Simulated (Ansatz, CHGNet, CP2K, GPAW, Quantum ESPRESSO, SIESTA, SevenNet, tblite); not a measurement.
**Random packing of 26Ag2S-74GeS2 (mol %) (81 atoms): other programs against plane waves**

One geometry of random packing of 26Ag2S-74GeS2 (mol %) (81 atoms) is solved by several programs and methods. How far do their forces lie from a plane-wave PBE run?

Results are calculated, not measured.

### 1. The structure

The cell holds 81 atoms (14 Ag, 47 S and 20 Ge), with edges of 12.40, 12.40 and 12.40 Å. Recipe: 81 atoms (14 Ag, 47 S, 20 Ge) packed at random in a cube at 3.89 g/cm³ and pushed apart as soft spheres, cations and anions kept from their own kind; a start for melting by ab initio MD, not an equilibrated structure. Then every atom was moved at random, 0.03 Å r.m.s. a Cartesian component. The density is 3.89 g/cm³.

### 2. The reference input

Quantum ESPRESSO 7.5: Kohn-Sham DFT, PBE, SSSP efficiency 1.3.0 pseudopotentials, plane waves. Its input, pw.in:

```
&control
  calculation = 'scf'
  pseudo_dir = './pseudo'
  outdir = './tmp'
  disk_io = 'none'
  tprnfor = .true.
  tstress = .true.
/
&system
  ibrav = 0
  nat = 81
  ntyp = 3
  ecutwfc = 45
  ecutrho = 360
  nosym = .true.
  occupations = 'smearing'
  smearing = 'fd'
  degauss = 0.003675
/
&electrons
  conv_thr = 4.0e-07
  electron_maxstep = 100
  mixing_beta = 0.4
  mixing_mode = 'plain'
  diagonalization = 'david'
/
ATOMIC_SPECIES
Ag 107.868 Ag.upf
S 32.060 S.upf
Ge 72.630 Ge.upf
CELL_PARAMETERS angstrom
12.40390 0.00000 0.00000
0.00000 12.40390 0.00000
0.00000 0.00000 12.40390
ATOMIC_POSITIONS crystal
Ag 0.56955 0.35351 0.20987
Ag 0.23207 0.91687 0.10147
Ag 0.73739 0.93053 0.11540
Ag 0.66758 0.71750 0.24727
[... 75 atom lines left out ...]
Ge 0.99903 0.55181 0.75053
Ge 0.64804 0.46822 0.52835
K_POINTS gamma
```

```console
$ OMP_NUM_THREADS=1 mpirun -np 4 pw.x -in pw.in > output.txt
```

The job ended after 19 min (4 MPI ranks of Arm Neoverse V1, shared host; peak memory 5.2 GiB; 75 min of CPU time).

It converged with an r.m.s. force component of 0.74 eV/Å and a pressure of -0.92 GPa.

### 3. The other programs

- CHGNet: machine-learned potential, published weights.
- CP2K 2026.2: Gaussian basis with GTH pseudopotentials and a plane-wave density; labels give functional, basis (MOLOPT sets; SR short-range, UZH the newer set with its own potentials), grid cutoff/relative cutoff and solver (OT: orbital transformation; TRS4, TC2, SIGN: linear-scaling purification with its sparsity filter), or its built-in tight binding.
- GPAW 26.7.0: PAW with atomic orbitals (LCAO), plane waves or a real-space grid of spacing h.
- SIESTA 5.4.2: numerical atomic orbitals, whose automatically made sets are far from complete, with PseudoDojo norm-conserving potentials that we converted to its format (checked against plane waves on the same files for H, C, O, Si, Ge and Ca alone); labels give functional, basis size, energy shift and mesh cutoff.
- SevenNet: machine-learned potential, published weights.
- tblite 0.8.0: extended tight binding, driven from Python.

All use the same cell and atoms, and the electronic-structure runs the same k-mesh.

### 4. All runs compared

Differences are against the reference: forces as r.m.s. over components, share as that over the reference's r.m.s. force, slope as the fitted ratio of a run's forces to the reference's.

| run | Δ force, r.m.s. (meV/Å) | share (%) | slope | Δ pressure (GPa) | cores | CPU time | memory (GiB) |
| --- | --- | --- | --- | --- | --- | --- | --- |
| reference | - | - | - | - | 4 | 75 min | 5.2 |
| CHGNet r2SCAN potential | 534 | 72.3 | 0.622 | -2.05 | 1 | 4 s | 0.64 |
| CP2K PBE, DZVP-MOLOPT-SR, 350/30 Ry, diagonalisation (coarse) | 68.5 | 9.27 | 1.012 | 0.841 | 2 | 5.7 min | 2.3 |
| CP2K PBE, DZVP-MOLOPT-SR, 350/50 Ry, diagonalisation | 49.8 | 6.74 | 1.013 | 0.762 | 2 | 7.2 min | 2.3 |
| CP2K PBE, DZVP-MOLOPT-SR, 489/50 Ry, diagonalisation | 49.7 | 6.73 | 1.013 | 0.762 | 4 | 10 min | 6.1 |
| CP2K PBE, SZV-MOLOPT-SR, 350/50 Ry, diagonalisation (coarse) | 388 | 52.6 | 1.329 | 1.74 | 1 | 5.9 min | 2.1 |
| CP2K PBE, TZVP-UZH, 350/50 Ry, diagonalisation | 53.5 | 7.24 | 1.025 | 0.715 | 4 | 11 min | 5.0 |
| GPAW LDA, LCAO dzp, h 0.2 Å | 132 | 17.8 | 1.031 | - | 1 | 7.4 min | 1.9 |
| GPAW PBE, LCAO dzp, h 0.2 Å | 164 | 22.2 | 1.115 | - | 1 | 8.3 min | 1.9 |
| GPAW PBE, LCAO dzp, h 0.25 Å (coarse) | 172 | 23.3 | 1.119 | - | 1 | 4.5 min | 0.95 |
| GPAW PBE, LCAO szp(dzp), h 0.2 Å (coarse) | 353 | 47.7 | 1.227 | - | 1 | 5.9 min | 1.9 |
| GPAW PBE, plane waves 550 eV | 38.3 | 5.18 | 1.031 | 0.288 | 4 | 30 min | 3.2 |
| SIESTA PBE, DZP, shift 0.01 Ry, mesh 300 Ry | 265 | 35.9 | 1.151 | 0.162 | 2 | 8.8 min | 1.7 |
| SIESTA PBE, SZP, shift 0.01 Ry, mesh 300 Ry (coarse) | 549 | 74.4 | 1.324 | 1.11 | 1 | 6.6 min | 1.3 |
| SevenNet 0 potential | 245 | 33.2 | 0.992 | 0.0433 | 1 | 8.7 s | 0.73 |
| SevenNet l3i5 potential | 254 | 34.4 | 0.943 | -0.0097 | 1 | 10 s | 1.0 |
| tblite GFN1-xTB | 693 | 93.8 | 0.815 | -5.50 | 1 | 13 s | 0.16 |

Rows marked coarse were listed beforehand as settings not expected to be converged; some can still land near the reference.

Times of the machine-learned potentials are mostly Python's start and the loading of weights.

Runs without a result: CP2K GFN1-xTB, diagonalisation (not converged); tblite GFN2-xTB (not converged); SIESTA PBE, SZ, shift 0.01 Ry, mesh 300 Ry (cut off at its time limit); SIESTA PBE, SZ, shift 0.02 Ry, mesh 300 Ry (cut off at its time limit).

CPU time is summed over cores on shared hosts, so it is rough.

### 5. What came out

Forces lie from 5.2 % (GPAW PBE, plane waves 550 eV) to 94 % (tblite GFN1-xTB) of the reference's r.m.s. force of 0.74 eV/Å away from it. Other PBE runs on plane waves or a grid: GPAW PBE, plane waves 550 eV 5.2 % of the r.m.s. force; the reference has errors of its own, so differences under a few per cent don't tell which side is nearer the exact PBE result. The PBE runs in local orbitals, coarse settings apart, differ by 6.7 % (CP2K PBE, DZVP-MOLOPT-SR, 489/50 Ry, diagonalisation) to 36 % (SIESTA PBE, DZP, shift 0.01 Ry, mesh 300 Ry); basis, grid and potentials can all enter. Tight binding differs by 94 % (tblite GFN1-xTB); it is another model, with fitted parameters of its own, and the xTB methods hold dispersion.

Machine-learned potentials differ by 33 % (SevenNet 0 potential) to 72 % (CHGNet r2SCAN potential); they were trained on other programs' data, some at another functional. Rows with another functional or a dispersion term differ by 18 % (GPAW LDA, LCAO dzp, h 0.2 Å), which mixes the change of model with differences of basis and potentials. Runs with settings chosen to be coarse differ by 9.3 % (CP2K PBE, DZVP-MOLOPT-SR, 350/30 Ry, diagonalisation) to 74 % (SIESTA PBE, SZP, shift 0.01 Ry, mesh 300 Ry), their programs' other errors included. SIESTA PBE, DZP, shift 0.01 Ry, mesh 300 Ry stiffens the forces by a factor of 1.15 while following their directions (correlation 0.962). From CP2K PBE, DZVP-MOLOPT-SR, 350/30 Ry, diagonalisation to the finer CP2K PBE, DZVP-MOLOPT-SR, 489/50 Ry, diagonalisation the share falls from 9.3 to 6.7 %. From GPAW PBE, LCAO dzp, h 0.25 Å to the finer GPAW PBE, LCAO dzp, h 0.2 Å the share goes from 23.3 to 22.2 %, so the grid isn't what parts these runs from the reference. Pressures at PBE, coarse settings apart, lie +0.16 to +0.76 GPa from the reference's.

**Limits.** Periodic xTB results under one method name differ between programs and library versions. The potentials hold different valence shells: 828 electrons in the reference, 516 in CP2K with TZVP-UZH and 600 in GPAW; this bears on time and differences. GPAW's setups keep the filled d shell of Ge in the core. The reference's pressure holds the uncorrected Pulay stress of its 45 Ry basis, so small pressure differences may be the reference's own error. Machine-learned potentials mimic data converged in k, so the reference's own k-point error enters their differences. The electronic-structure runs sample only Γ, in a cell whose shortest periodic width is 12 Å, which is coarse for a cell with partly filled levels. CP2K warns in some runs that its smearing reaches the highest orbitals computed, so too few empty orbitals were added. Spin–orbit coupling is left out. The reference has no spin polarisation, so local moments can't form. Where levels are smeared, the DFT runs use Fermi–Dirac occupations at 580 K (0.05 eV), and energies are free energies. The atoms were displaced at random, and shares hang on the size of the forces that this gives. The reference's cutoffs and mesh weren't converged further here.

[Logs are printed without paths, hosts, clocks, repeated set-up lines and the standing remarks that a program may print on its own settings, such as how far it seeks lower states.]

[Hosts, paths, dates, database ids (printed as entryN), source tags and the programs' standing remarks are cut or masked in the printed files.]

[Cells were taken only where this reference lay near another plane-wave run.]
